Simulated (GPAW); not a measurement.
# Work function of Y2NS2 MXene monolayer at several levels, part 2 of 2

Wanted: work functions and dipole of Y2NS2 MXene monolayer, with the cost of each level.

GPAW 26.7.0; GPAW, PAW setups; layer in a repeated cell with vacuum, relaxation of atoms and in-plane cell (the session's first sound run).

So far, upper work function (eV): step 3 (plane waves, PBE) 7.21; step 4 (GPAW, PAW setups) 7.58; step 5 (RPBE) 7.14; step 6 (revPBE) 7.13.

## Step 7: Self-consistent run: xc = "LDA"

Level of this step: GPAW, PAW setups; slab in vacuum (GPAW).

The same geometry under LDA, to see how far the functional moves the levels against the vacuum.

run.py

```python
import json
import numpy as np
from ase import Atoms
from gpaw import GPAW, PW

slab = Atoms(
    ['S', 'Y', 'N', 'Y', 'S'],
    positions=[
        [-0.00000, 2.12230, 8.00000],
        [1.83796, 1.06114, 9.58148],
        [0.00000, -0.00000, 10.98211],
        [-0.00000, 2.12230, 12.38273],
        [1.83796, 1.06114, 13.96421]],
    cell=[[3.67592, -0.0, 0.0], [-1.83796, 3.18344, 0.0], [0.0, 0.0, 21.9642]],
    pbc=[True, True, False])

slab.calc = GPAW(mode=PW(500), xc='LDA', kpts={'size': (9, 9, 1), 'gamma': True},
                 occupations={'name': 'fermi-dirac', 'width': 0.05}, nbands='160%',
                 convergence={'density': 1e-05}, maxiter=200,
                 poissonsolver={'dipolelayer': 'xy'},
                 symmetry={'tolerance': 1e-3}, txt='slab.txt')
result = {}
energy = slab.get_potential_energy()
fermi = slab.calc.get_fermi_level()
v = slab.calc.get_electrostatic_potential().mean((0, 1)) - fermi
n = slab.calc.get_pseudo_density().mean((0, 1))
L = slab.cell[2, 2]
z = np.arange(len(v)) * L / len(v)
low, high = slab.positions[:, 2].min(), slab.positions[:, 2].max()
below, above = np.interp([low - 5.8, high + 5.8], z, v)
slopes = [np.interp(x, z, np.gradient(v, z)) for x in (low - 5.8, high + 5.8)]
eps = np.array([[slab.calc.get_eigenvalues(k, s) for k in range(len(slab.calc.get_ibz_k_points()))]
                for s in range(slab.calc.get_number_of_spins())]) - fermi
top, bottom = eps[eps < 0].max(), eps[eps > 0].min()
dipole = slab.get_dipole_moment()[2]
print(f'energy {energy:.4f} eV, Fermi level {fermi:.4f} eV, dipole {dipole:.5f} e A')
print(f'potential 5.8 A off the faces, from the Fermi level: lower {below:.4f} eV, upper {above:.4f} eV')
print(f'slope of the potential there: lower {slopes[0]:.5f}, upper {slopes[1]:.5f} eV/A')
print(f'nearest levels on the mesh: {top:.4f} and {bottom:.4f} eV')
print('magnetic moment', round(slab.get_magnetic_moment(), 3))
result.update(energy=energy, fermi=fermi, dipole=dipole, below=below, above=above, slopes=slopes, edges=[top, bottom],
              z=z.tolist(), v=v.tolist(), n=n.tolist(), positions=slab.positions.tolist(),
              forces=slab.get_forces(apply_constraint=False).tolist(), moments=slab.get_magnetic_moments().tolist())
json.dump(result, open('result.json', 'w'))
```

Run with:

```console
$ OMP_NUM_THREADS=1 OPENBLAS_NUM_THREADS=1 python run.py
```

The program printed:

```text
energy -35.4133 eV, Fermi level -2.5505 eV, dipole 0.00020 e A
potential 5.8 A off the faces, from the Fermi level: lower 7.3921 eV, upper 7.3892 eV
slope of the potential there: lower -0.00030, upper 0.00030 eV/A
nearest levels on the mesh: -0.0291 and 0.0712 eV
magnetic moment 0.0
```

Wall time 24 s (1 thread of AMD EPYC 7R13 (Zen 3), shared host); peak memory 0.27 GiB.

Numbers from this step:

| Item | Value |
| --- | --- |
| levels nearest the Fermi level on the mesh | -0.02908, 0.07118 eV from the Fermi level |
| upper work function | 7.389 eV |
| lower work function | 7.392 eV |

The electrostatic potential energy of an electron (without an applied field's), less the Fermi level, planar mean oscillates, so the rows of the table below give means over windows of 1.83 Å about each position, cut where the curve ends. Its maxima inside the range that stand out by 2 % of the span (Å: eV): 8.7: -2.72, 10.5: -2.01, 11.4: -2.01, 13.3: -2.72. Its minima: 8.1: -11.4, 9.6: -15.0, 11.0: -6.85, 12.4: -15.0, 13.9: -11.4.

The electrostatic potential energy of an electron (without an applied field's), less the Fermi level, planar mean by z; means over each step:

z (Å), electrostatic potential energy of an electron (without an applied field's), less the Fermi level, planar mean (eV) and a bar from the least value:
```
     0.92        7.4 ##############################
     2.75        7.4 ##############################
     4.58        7.4 ##############################
     6.41        6.6 ############################
     8.23       -5.3 #####
    10.07       -8.1 
    11.89       -8.1 
    13.73       -5.4 #####
    15.55        6.6 ############################
    17.38        7.4 ##############################
    19.21        7.4 ##############################
    21.05        7.4 ##############################
```

The upper face's work function is 7.389 eV, against 7.208 eV in the first plane-wave PBE run at this geometry.

## Step 8: OptPBE vdW: xc = "optPBE-vdW"

The same geometry under optPBE-vdW, to see how far the functional moves the levels against the vacuum (the van der Waals functionals take revPBE setups).

run.py: that of step 7 with these lines changed.

```diff
@@ -16,3 +16,3 @@
 
-slab.calc = GPAW(mode=PW(500), xc='LDA', kpts={'size': (9, 9, 1), 'gamma': True},
+slab.calc = GPAW(mode=PW(500), xc='optPBE-vdW', kpts={'size': (9, 9, 1), 'gamma': True},
                  occupations={'name': 'fermi-dirac', 'width': 0.05}, nbands='160%',
```

The program printed:

```text
energy -71.6295 eV, Fermi level -2.4855 eV, dipole 0.00020 e A
potential 5.8 A off the faces, from the Fermi level: lower 7.4221 eV, upper 7.4192 eV
slope of the potential there: lower -0.00029, upper 0.00030 eV/A
nearest levels on the mesh: -0.0327 and 0.0704 eV
magnetic moment 0.0
```

Run time: 40 s. Hardware: 1 thread; peak memory 0.51 GiB.

Numbers from this step:

| Quantity | Value |
| --- | --- |
| dipole along the normal | 1.99e-4 e·Å |
| levels nearest the Fermi level on the mesh | -0.03266, 0.07039 eV from the Fermi level |
| upper work function | 7.419 eV |
| lower work function | 7.422 eV |

The electrostatic potential energy of an electron (without an applied field's), less the Fermi level, planar mean oscillates, so the rows of the table below give means over windows of 1.83 Å about each position, cut where the curve ends. Its maxima inside the range that stand out by 2 % of the span (Å: eV): 8.7: -2.96, 10.5: -2.30, 11.4: -2.30, 13.3: -2.96. Its minima: 8.1: -11.5, 9.6: -15.3, 11.0: -7.10, 12.4: -15.3, 13.9: -11.5.

Electrostatic potential energy of an electron (without an applied field's), less the Fermi level, planar mean against z; means over each step:

| z (Å) | electrostatic potential energy of an electron (without an applied field's), less the Fermi level, planar mean (eV) |
| --- | --- |
| 0.92 | 7.42 |
| 2.75 | 7.42 |
| 4.58 | 7.42 |
| 6.41 | 6.61 |
| 8.23 | -5.51 |
| 10.07 | -8.43 |
| 11.89 | -8.43 |
| 13.73 | -5.53 |
| 15.55 | 6.59 |
| 17.38 | 7.42 |
| 19.21 | 7.42 |
| 21.05 | 7.42 |

The upper face's work function is 7.419 eV, against 7.208 eV in the first plane-wave PBE run at this geometry.

## Step 9: Real-space grid: mode = "fd"

A real-space grid is a second complete basis, so it checks the plane-wave result.

run.py: that of step 8 with these lines changed.

```diff
@@ -3,3 +3,3 @@
 from ase import Atoms
-from gpaw import GPAW, PW
+from gpaw import GPAW
 
@@ -16,3 +16,3 @@
 
-slab.calc = GPAW(mode=PW(500), xc='optPBE-vdW', kpts={'size': (9, 9, 1), 'gamma': True},
+slab.calc = GPAW(mode='fd', h=0.18, xc='PBE', kpts={'size': (9, 9, 1), 'gamma': True},
                  occupations={'name': 'fermi-dirac', 'width': 0.05}, nbands='160%',
```

The program printed:

```text
energy -32.7860 eV, Fermi level -7.2068 eV, dipole 0.00019 e A
potential 5.8 A off the faces, from the Fermi level: lower 7.2083 eV, upper 7.2053 eV
slope of the potential there: lower -0.00000, upper 0.00000 eV/A
nearest levels on the mesh: -0.0047 and 0.0825 eV
magnetic moment 0.0
```

Run time: 83 s. Hardware: 1 thread; peak memory 0.52 GiB.

Numbers from this step:

```
dipole along the normal                    : 1.89e-4 e·Å
levels nearest the Fermi level on the mesh : -0.004661, 0.08252 eV from the Fermi level
upper work function                        : 7.205 eV
lower work function                        : 7.208 eV
```

The electrostatic potential energy of an electron (without an applied field's), less the Fermi level, planar mean oscillates, so the rows of the table below give means over windows of 1.86 Å about each position, cut where the curve ends. Its maxima inside the range that stand out by 2 % of the span (Å: eV): 8.7: -2.95, 10.5: -2.31, 11.4: -2.31, 13.3: -2.96. Its minima: 8.1: -11.6, 9.6: -15.3, 11.0: -7.05, 12.4: -15.3, 13.9: -11.6.

Electrostatic potential energy of an electron (without an applied field's), less the Fermi level, planar mean against z; means over each step:

z (Å), electrostatic potential energy of an electron (without an applied field's), less the Fermi level, planar mean (eV) and a bar from the least value:
```
     0.93        7.2 ##############################
     2.79        7.2 ##############################
     4.65        7.2 ##############################
     6.51        6.1 ############################
     8.37       -6.4 ####
    10.23       -8.0 #
    12.09       -8.4 
    13.95       -4.2 ########
    15.81        6.8 #############################
    17.67        7.2 ##############################
    19.53        7.2 ##############################
    21.39        7.2 ##############################
```

The upper face's work function is 7.205 eV, against 7.208 eV in the first plane-wave PBE run at this geometry.

## Step 10: Atomic orbitals: mode = "lcao"

Atom-centred orbitals end a few angstrom from the surface, which tests how much the density's tail matters.

run.py: that of step 9 with these lines changed.

```diff
@@ -16,4 +16,4 @@
 
-slab.calc = GPAW(mode='fd', h=0.18, xc='PBE', kpts={'size': (9, 9, 1), 'gamma': True},
-                 occupations={'name': 'fermi-dirac', 'width': 0.05}, nbands='160%',
+slab.calc = GPAW(mode='lcao', basis='dzp', h=0.18, xc='PBE', kpts={'size': (9, 9, 1), 'gamma': True},
+                 occupations={'name': 'fermi-dirac', 'width': 0.05}, nbands='120%',
                  convergence={'density': 1e-05}, maxiter=200,
```

The program printed:

```text
energy -31.3024 eV, Fermi level -7.2596 eV, dipole 0.00019 e A
potential 5.8 A off the faces, from the Fermi level: lower 7.2610 eV, upper 7.2581 eV
slope of the potential there: lower -0.00000, upper -0.00000 eV/A
nearest levels on the mesh: -0.0023 and 0.0751 eV
magnetic moment 0.0
```

Wall time 2.9 min (1 thread); peak memory 0.31 GiB.

This step gave:

- dipole along the normal: 1.88e-4 e·Å
- levels nearest the Fermi level on the mesh: -0.002324, 0.07509 eV from the Fermi level
- upper work function: 7.258 eV
- lower work function: 7.261 eV

The upper face's work function is 7.258 eV, against 7.208 eV in the first plane-wave PBE run at this geometry.

## Step 11: All levels side by side

Times are for 1 thread of AMD EPYC 7R13 (Zen 3), shared host. The series side by side:

| no. | run | upper work function (eV) | lower work function (eV) | time | memory (GiB) |
| --- | --- | --- | --- | --- | --- |
| 1 | pw | 7.208 | 7.211 | 27 s | 0.27 |
| 2 | vdW DF2 | 7.578 | 7.581 | 40 s | 0.51 |
| 3 | RPBE | 7.138 | 7.141 | 27 s | 0.27 |
| 4 | revPBE | 7.133 | 7.136 | 26 s | 0.27 |
| 5 | LDA | 7.389 | 7.392 | 24 s | 0.27 |
| 6 | optPBE vdW | 7.419 | 7.422 | 40 s | 0.51 |
| 7 | fd | 7.205 | 7.208 | 83 s | 0.52 |
| 8 | lcao | 7.258 | 7.261 | 2.9 min | 0.31 |

## Step 12: Side by side

Results and costs are gathered.

This step: comparison of work functions, dipole and cost (GPAW 26.7.0).

Ladder, by row:

| step | code | work function, upper (eV) | work function, lower (eV) | dipole (e Å) | wall time (s) | peak memory (GiB) | threads |
| --- | --- | --- | --- | --- | --- | --- | --- |
| pw | GPAW | 7.208 | 7.211 | 2.00e-4 | 26.75 | 0.27 | 1 |
| vdW-DF2 | GPAW | 7.578 | 7.581 | 2.00e-4 | 40.47 | 0.51 | 1 |
| RPBE | GPAW | 7.138 | 7.141 | 2.00e-4 | 26.63 | 0.27 | 1 |
| revPBE | GPAW | 7.133 | 7.136 | 2.00e-4 | 25.56 | 0.27 | 1 |
| LDA | GPAW | 7.389 | 7.392 | 2.00e-4 | 24.44 | 0.27 | 1 |
| optPBE-vdW | GPAW | 7.419 | 7.422 | 1.99e-4 | 39.65 | 0.51 | 1 |
| fd | GPAW | 7.205 | 7.208 | 1.89e-4 | 82.72 | 0.52 | 1 |
| lcao | GPAW | 7.258 | 7.261 | 1.88e-4 | 171.4 | 0.31 | 1 |

## Step 13: Outcome

```yaml
work_function_both_faces: 7.21 eV
dipole_along_the_normal: 2.0e-4 e Å
```

**Reading.** With plane waves and PBE the work function is 7.21 eV on the upper face and 7.21 eV on the lower. Over the sound runs of the table the upper face's work function spans 7.133 (revPBE) to 7.578 eV (vdW-DF2). The starting lattice was a guess from atomic radii; the relaxation moved it by 8 %. The cell holds an odd number of electrons, so without spin polarisation it must come out metallic and without a moment, whatever its true state. The layer's cell and atoms come from the relaxation; spin-orbit coupling and temperature are left out.

[Logs are printed without paths, hosts, clocks, repeated set-up lines and the standing remarks that a program may print on its own settings, such as how far it seeks lower states.]

[Hosts, paths, dates, database ids (printed as entryN), source tags and the programs' standing remarks are cut or masked in the printed files.]
